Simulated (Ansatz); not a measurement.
# Changed inputs in constrained RPA: ReI2 (1T sheet)

Aim: hold the target of a cRPA run on ReI2 (1T sheet) and move one thing at a time.

Method: constrained RPA on LDA, plane waves, PAW, in Ansatz 0.2.0.

**1. The structure**

The cell holds 3 atoms: 1 Re and 2 I. Cell: a = 3.997 Å, b = 3.997 Å, c = 30.818 Å, α = 90.0°, β = 90.0°, γ = 120.0°. Vacuum lies along c.

The structure was relaxed with LDA. The structure was generated from a model, not taken from a measurement. The runs that relaxed it are not among those shown. The program's search for lower electronic states was switched off, so nothing shows that the state found is the lowest. Spin-orbit coupling is left out unless a step names it. The default PAW set here is soft_2. Its files were made with PBE. The Coulomb interaction is cut off across the vacuum.

**2. Base: Re t2g, bands v3 to v1, 6×6×1 mesh, medium accuracy**

Constrained RPA screens the interaction with every transition except those inside the target bands, which a later many-body model would treat itself.

input.yaml reads:

```yaml
crystal:
  lattice:
    - [0.0, 2.82620194, 2.82620194]
    - [2.82620194, -2.82620194, 0.0]
    - [17.79295725, 17.79295725, -17.79295725]
  atoms:
    - { symbol: Re, position: [0.0, 0.0, 0.3165189061] }
    - { symbol: I, position: [0.3333333333, 0.6666666667, 0.3606677924] }
    - { symbol: I, position: [0.6666666667, 0.3333333333, 0.2723700198] }
  periodic: [true, true, false]
kpoints:
  mp_grid: { grid: [6, 6, 1] }
hamiltonian:
  xc: lda
scf:
  occupations: { method: gaussian, width: 0.08 }
  n_extra_bands: 19
  max_iter: 150
  lower_state_search: "off"
output:
  crpa:
    kmesh: [6, 6, 1]
    target_bands: [v3, v1]
    projections: [{ species: Re, l: d, shell: 5, orbitals: [dxz, dyz, dxy] }]
  local_orbitals:
    kmesh: [12, 12, 1]
    orbitals: [{ species: Re, l: d, shell: 5, orbitals: [dxz, dyz, dxy] }]
    window: { bands: [v3, v1] }
    seedname: lo
```

The run is started by

```console
$ ansatz run input.yaml --threads 4 --pin off --max-ram 14745MiB --backend cpu --events-out ev --progress --plain --runs-dir out
```

Numbers of over 12 decimals in the logs are rounded to 6 here.

The program printed:

```text
scf.n_extra_bands = 19 over 25 filled bands (N_el = 49.0): the run solves 44 bands
Engine: ansatz 0.2.0, aarch64-unknown-linux-gnu
Pseudopotentials: kind: paw
Pseudopotential: Re, paw, valence charge 15, recommended cutoff 420 eV (normal), Re.paw.azcp
Pseudopotential: I, paw, valence charge 17, recommended cutoff 420 eV (normal), I.paw.azcp
Functional definition: SPW92
  exchange = slater_x
  correlation = pw_c
Crystal: 3 atoms, lattice volume = 426.359 Å³
Basis set: ecut = 420 eV, 8383 PW (Γ)
Bands: 44, of which v1, the nominal top of the filled ones, is band 25 counted from 1 (24 counted from 0)
Symmetry: 12 space group operations
Space group: P-3m1 (ITA 164), of the structure as read, at distance tolerance 7.5e-5 Å
k-points: 7 of 36
Non-local potential: Re, projectors of the file, l = 0: 3, l = 1: 2, l = 2: 2, l = 3: 1
Non-local potential: I, projectors of the file, l = 0: 2, l = 1: 2, l = 2: 2, l = 3: 2
PAW form: soft (Blöchl's): semilocal exchange-correlation on the pseudo side does not see the compensation charge
PAW frozen core: Re, regenerated for the run's functional, and the local potential with it (the file was generated under x = pbe(κ = 0.804, μ = 0.219515), c = pbe(β = 0.066725))
PAW frozen core: I, regenerated for the run's functional, and the local potential with it (the file was generated under x = pbe(κ = 0.804, μ = 0.219515), c = pbe(β = 0.066725))
PAW one-centre angular grid: Re, 590 points (default); XC on 64 Gauss nodes
PAW one-centre angular grid: I, 590 points (default); XC on 64 Gauss nodes
Initial density: superposition of atomic densities (neutral atoms: chi_scale 0, normalization atom), corrected by the library's trained network
Initial wavefunctions: pseudopotential atomic-orbital guess
Functional: x = slater, c = lda
SCF iter   1: F=—  HF=-25317.388532 eV  |F-HF|=—  |Δ(HF+E_count)|=         —  Δρ=8.15e-3  dr2=2.00e-1  ethr=1.77e-3  ⟨swp⟩=12.4  Hψ=2338  notcnv=0  defer=46
preconditioner: auto → LDOS  [insulator: Δε(μ)=0.114 eV  Ē_g=11.964 eV  σ=0.080 eV  W_gap=0.68  n_scr=48 (ndim 8)  ℏωp=8.2 eV  f_vac=0.784  D(μ)=2.59/eV (n_scr^D=10)  ε∞_Penn≈1.5  β→1.0]
SCF iter   2: F=—  HF=-25317.392029 eV  |F-HF|=—  |Δ(HF+E_count)|=   3.50e-3  Δρ=8.99e-3  dr2=2.20e-1  ethr=4.07e-4  ⟨swp⟩=3.3  Hψ=658  notcnv=0  defer=84
SCF iter   3: F=—  HF=-25317.333260 eV  |F-HF|=—  |Δ(HF+E_count)|=   5.88e-2  Δρ=7.86e-4  dr2=1.82e-3  ethr=4.07e-4  ⟨swp⟩=2.6  Hψ=376  notcnv=0  defer=84
SCF iter   4: F=—  HF=-25317.334240 eV  |F-HF|=—  |Δ(HF+E_count)|=   9.80e-4  Δρ=3.42e-4  dr2=9.07e-4  ethr=3.71e-6  ⟨swp⟩=3.1  Hψ=567  notcnv=0  defer=84
SCF iter   5: F=—  HF=-25317.334096 eV  |F-HF|=—  |Δ(HF+E_count)|=   1.44e-4  Δρ=1.73e-4  dr2=2.06e-4  ethr=1.85e-6  ⟨swp⟩=3.0  Hψ=475  notcnv=0  defer=84
[...]
SCF iter   9: F=-25317.334081 eV  HF=-25317.334081 eV  |F-HF|=3.24e-9  |Δ(HF+E_count)|=   4.36e-7  Δρ=1.03e-6  dr2=6.65e-9  ethr=2.04e-10  ⟨swp⟩=22.7  Hψ=2455  notcnv=0
SCF 1 converged in 9 iterations: F = -25317.334081 eV  dr2 = 6.65e-9
[...]
NSCF: frozen V_eff on 22 k-points
NSCF: frozen V_eff on 7 k-points
[...]
cRPA screening: q 1/36
cRPA screening: q 2/36
cRPA screening: q 8/36 (q-point 3)
cRPA screening: q 14/36 (q-point 4)
cRPA screening: q 17/36 (q-point 8)
cRPA screening: q 23/36 (q-point 9)
cRPA screening: q 35/36 (q-point 15)
SCF converged after 9 iterations
Free energy (F): -25317.334081 eV
Harris-Foulkes:  -25317.334081 eV  (|F-HF|=3.24e-9)
Internal energy: -25317.313055 eV  (E = F + TS)
E sigma→0 (E₀):  -25317.323568 eV
Entropy (-TS):   -0.021025 eV (-7.008 meV/atom)
Fermi energy:    -4.140519 eV
--- Per-component energies (eV) ---
  E_band       = -1652.511399
  E_kinetic    = 925.472029
  E_local      = -103173.052208  (includes V_loc(G=0)·N_el)
  E_nonlocal   = -112.077360
  E_hartree    = 51129.459930
  E_xc         = -654.839171
  E_vxc        = -561.488265  (∫ρ·V_xc dr)
  E_paw        = -17724.057221  (= ΣΔE_a)
  E_vpaw       = -990.294030  (= ΣTr[D̂ρ^β])
  E_aug_tail   = -0.000028  (compensation charges beyond the density's cutoff)
  E_ewald      = 44289.899467
  E_core_change = 1.881506  (= ΣΔE_core)
  E_smearing   = -0.021025  (= −TS)
  E_closure    = -0.000000  (closes the sum)
  Σ components = -25317.334081   (vs F -25317.334081, Δ=0.00e0)
--- Band table (eV; the first three rows and the last of 7) ---
  k-point 0: bands = [... 21 lower, -6.4440, -5.3516, -5.3516, -4.5848, -1.4458, -1.4458, -1.2622, -0.9717, ... 15 higher]
  k-point 1: bands = [... 21 lower, -6.5728, -5.2389, -4.6499, -4.0441, -2.6433, -1.8418, -0.5630, -0.2191, ... 15 higher]
  k-point 2: bands = [... 21 lower, -7.0698, -5.3645, -4.3574, -4.1282, -2.3199, -1.8375, -1.0410, 0.5372, ... 15 higher]
  k-point 6: bands = [... 21 lower, -8.1711, -5.1262, -4.1177, -4.1177, -2.3417, -2.3417, 0.1689, 1.7297, ... 15 higher]
  the weakly bound empty levels are not read free of the cell's end (no_gap_told)
--- cRPA (band scheme, projected local orbitals): target bands 23..25 (1-based), 3 Wannier function(s), 6×6×1 mesh, 50 bands' worth read of 55 solved, ecut_chi 136.0 eV, v(q+G=0) probe_charge, pair densities all_electron ---
  bands read: the sum over 50 bands ends inside a degenerate multiplet in 1 slot, whose members it reads at an even weight; the widest, k=0: bands 50 to 51 (counted from 1) at 1/2 each
  χ-basis size per q: N_G = 1523..1548
  window electrons = 5.0000, filled by tetrahedron_uncorrected; constrained ε̄⁻¹(q = 0, 0) head = 0.572448; min gauge Gram eig = 0.6416
  Kanamori averages over each shell's own Wannier functions (sites counted from 0, functions from 1):
    Site 0, 5D, 3 of 5 d orbitals (Wannier functions 1, 2, 3; wannier90's mr 2, 3, 5):
      screened: U = 2.3593 eV, U' = 1.8576 eV, J = 0.2259 eV
      screened, to within: U = 7.1e-3 eV, U' = 7.1e-3 eV, J = 5.0e-4 eV
      bare: V = 9.7003 eV, V' = 8.9283 eV, J = 0.3463 eV
  Hermiticity witness max|P − P†| over intra, direct and exchange elements: 6.22e-15 eV (screened), 2.09e-17 eV (bare)
  Reality witness max|Im| over intra, direct and exchange elements: 5.80e-17 eV (screened), 5.91e-17 eV (bare)
```

It took 3.2 min on 4 threads of Arm Neoverse V1, shared host; peak memory 2.5 GiB.

Numbers from this step:

| Property | Result |
| --- | --- |
| U | 2.359 eV |
| U prime (inter-orbital) | 1.858 eV |
| J | 0.2259 eV |
| bare V | 9.700 eV |
| bare J | 0.3463 eV |
| stated bound on U | 0.007051 eV |
| U over bare V | 0.2432 |
| electrons in the window | 5.000 |
| head of the constrained inverse dielectric matrix | 0.5724 |
| least eigenvalue of the projection's overlap | 0.6416 |
| target functions | 3 |
| bands in the sums | 50 |
| r.m.s. miss of the model bands | 0.002256 eV |
| width of the target bands | 1.476 eV |
| weight of the projected orbitals in the window | 0.8362 |

On the Re t2g shell, screening brings the on-site interaction from 9.7 eV down to U = 2.36 eV.

**3. Changed: 3×3×1 mesh**

input.yaml, as its differences from that of step 2:

```diff
@@ -21,9 +21,4 @@
   crpa:
-    kmesh: [6, 6, 1]
+    kmesh: [3, 3, 1]
     target_bands: [v3, v1]
     projections: [{ species: Re, l: d, shell: 5, orbitals: [dxz, dyz, dxy] }]
-  local_orbitals:
-    kmesh: [12, 12, 1]
-    orbitals: [{ species: Re, l: d, shell: 5, orbitals: [dxz, dyz, dxy] }]
-    window: { bands: [v3, v1] }
-    seedname: lo
```

The program printed:

```text
[...]
Crystal: 3 atoms, lattice volume = 426.359 Å³
Basis set: ecut = 420 eV, 8383 PW (Γ)
Bands: 44, of which v1, the nominal top of the filled ones, is band 25 counted from 1 (24 counted from 0)
Symmetry: 12 space group operations
[...]
k-points: 7 of 36
[...]
SCF iter   1: F=—  HF=-25317.388532 eV  |F-HF|=—  |Δ(HF+E_count)|=         —  Δρ=8.15e-3  dr2=2.00e-1  ethr=1.77e-3  ⟨swp⟩=12.4  Hψ=2338  notcnv=0  defer=46
[...]
SCF iter   9: F=-25317.334081 eV  HF=-25317.334081 eV  |F-HF|=3.24e-9  |Δ(HF+E_count)|=   4.36e-7  Δρ=1.03e-6  dr2=6.65e-9  ethr=2.04e-10  ⟨swp⟩=22.7  Hψ=2455  notcnv=0
SCF 1 converged in 9 iterations: F = -25317.334081 eV  dr2 = 6.65e-9
[...]
NSCF: frozen V_eff on 3 k-points
[...]
cRPA screening: q 1/9
cRPA screening: q 2/9
cRPA screening: q 8/9 (q-point 5)
SCF converged after 9 iterations
Free energy (F): -25317.334081 eV
[...]
Internal energy: -25317.313055 eV  (E = F + TS)
E sigma→0 (E₀):  -25317.323568 eV
Entropy (-TS):   -0.021025 eV (-7.008 meV/atom)
Fermi energy:    -4.140519 eV
[...]
--- Band table (eV; the first three rows and the last of 7) ---
  k-point 0: bands = [... 21 lower, -6.4440, -5.3516, -5.3516, -4.5848, -1.4458, -1.4458, -1.2622, -0.9717, ... 15 higher]
  k-point 1: bands = [... 21 lower, -6.5728, -5.2389, -4.6499, -4.0441, -2.6433, -1.8418, -0.5630, -0.2191, ... 15 higher]
  k-point 2: bands = [... 21 lower, -7.0698, -5.3645, -4.3574, -4.1282, -2.3199, -1.8375, -1.0410, 0.5372, ... 15 higher]
  k-point 6: bands = [... 21 lower, -8.1711, -5.1262, -4.1177, -4.1177, -2.3417, -2.3417, 0.1689, 1.7297, ... 15 higher]
  the weakly bound empty levels are not read free of the cell's end (no_gap_told)
[...]
χ-basis size per q: N_G = 1534..1548
[...]
Site 0, 5D, 3 of 5 d orbitals (Wannier functions 1, 2, 3; wannier90's mr 2, 3, 5):
      screened: U = 2.4334 eV, U' = 1.9111 eV, J = 0.2329 eV
      screened, to within: U = 8.2e-3 eV, U' = 8.2e-3 eV, J = 5.8e-4 eV
      bare: V = 10.0601 eV, V' = 9.2645 eV, J = 0.3557 eV
[...]
```

Wall time 62 s (4 threads); peak memory 2.3 GiB; 3.9 min of CPU time.

This step gave:

```
U                                                 : 2.433 eV
U prime (inter-orbital)                           : 1.911 eV
J                                                 : 0.2329 eV
bare V                                            : 10.06 eV
bare J                                            : 0.3557 eV
stated bound on U                                 : 0.008157 eV
U over bare V                                     : 0.2419
electrons in the window                           : 5.000
head of the constrained inverse dielectric matrix : 0.5421
least eigenvalue of the projection's overlap      : 0.6675
target functions                                  : 3
bands in the sums                                 : 50
width of the target bands                         : 1.476 eV
weight of the projected orbitals in the window    : 0.8362
```

On the Re t2g shell, screening brings the on-site interaction from 10.1 eV down to U = 2.43 eV.

**4. Changed: accuracy low**

input.yaml, as its differences from that of step 3:

```diff
@@ -21,4 +21,5 @@
   crpa:
-    kmesh: [3, 3, 1]
+    kmesh: [6, 6, 1]
     target_bands: [v3, v1]
     projections: [{ species: Re, l: d, shell: 5, orbitals: [dxz, dyz, dxy] }]
+    accuracy: low
```

The program printed:

```text
[...]
Crystal: 3 atoms, lattice volume = 426.359 Å³
Basis set: ecut = 420 eV, 8383 PW (Γ)
Bands: 44, of which v1, the nominal top of the filled ones, is band 25 counted from 1 (24 counted from 0)
Symmetry: 12 space group operations
[...]
k-points: 7 of 36
[...]
the weakly bound empty levels are not read free of the cell's end (no_gap_told)
[...]
χ-basis size per q: N_G = 1523..1548
[...]
Site 0, 5D, 3 of 5 d orbitals (Wannier functions 1, 2, 3; wannier90's mr 2, 3, 5):
      screened: U = 2.3384 eV, U' = 1.8426 eV, J = 0.2228 eV
      screened, to within: U = 8.0e-2 eV, U' = 8.0e-2 eV, J = 8.2e-3 eV
      bare: V = 9.7003 eV, V' = 8.9283 eV, J = 0.3463 eV
[...]
[key lines of the parts left out:]
SCF converged after 9 iterations
Free energy (F): -25317.334081 eV
Fermi energy:    -4.140519 eV
```

Run time: 2.1 min. Hardware: 4 threads; peak memory 2.5 GiB.

Numbers from this step:

```yaml
u: 2.338 eV
u_prime_inter_orbital: 1.843 eV
j: 0.2228 eV
bare_v: 9.700 eV
bare_j: 0.3463 eV
stated_bound_on_u: 0.07962 eV
u_over_bare_v: 0.2411
electrons_in_the_window: 5.000
head_of_the_constrained_inverse_dielectric_matrix: 0.5724
least_eigenvalue_of_the_projection_s_overlap: 0.6416
target_functions: 3
bands_in_the_sums: 50
width_of_the_target_bands: 1.476 eV
weight_of_the_projected_orbitals_in_the_window: 0.8362
```

On the Re t2g shell, screening brings the on-site interaction from 9.7 eV down to U = 2.34 eV.

**5. Changed: sums over states on smooth products**

input.yaml, as its differences from that of step 4:

```diff
@@ -24,2 +24,5 @@
     projections: [{ species: Re, l: d, shell: 5, orbitals: [dxz, dyz, dxy] }]
-    accuracy: low
+    accuracy: sum_over_states
+    pair_densities: pseudo
+    n_empty_bands: 50
+    ecut_chi: 136
```

The program printed:

```text
[...]
Crystal: 3 atoms, lattice volume = 426.359 Å³
Basis set: ecut = 420 eV, 8383 PW (Γ)
Bands: 44, of which v1, the nominal top of the filled ones, is band 25 counted from 1 (24 counted from 0)
Symmetry: 12 space group operations
[...]
k-points: 7 of 36
[...]
χ-basis size per q: N_G = 1523..1548
[...]
U and J over all bands: no bound (output.crpa.accuracy: sum_over_states); those below are of the sums over the bands read on the sphere of ecut_chi alone
[...]
Site 0, 5D, 3 of 5 d orbitals (Wannier functions 1, 2, 3; wannier90's mr 2, 3, 5):
      screened: U = 2.4682 eV, U' = 1.8657 eV, J = 0.2660 eV
      bare: V = 9.7003 eV, V' = 8.9283 eV, J = 0.3463 eV
[...]
[key lines of the parts left out:]
SCF converged after 9 iterations
Free energy (F): -25317.334081 eV
Fermi energy:    -4.140519 eV
```

Wall time 26 s (4 threads); peak memory 0.99 GiB.

This variant gives U = 2.47 eV against 2.36 eV. It is a finite sum over empty states with no bound on its error and stays out of the table below.

[end of part 1 of 2]

[Paths, hosts, dates, memory and timing lines, banners, echoed tables and standing remarks are left out of the program output.]

[Logs are printed without paths, hosts, clocks, repeated set-up lines and the standing remarks that a program may print on its own settings, such as how far it seeks lower states.]

[Runs of the session that timed out or met a known fault of the program may be left out.]

[Hosts, paths, dates, database ids (printed as entryN), source tags and the programs' standing remarks are cut or masked in the printed files.]
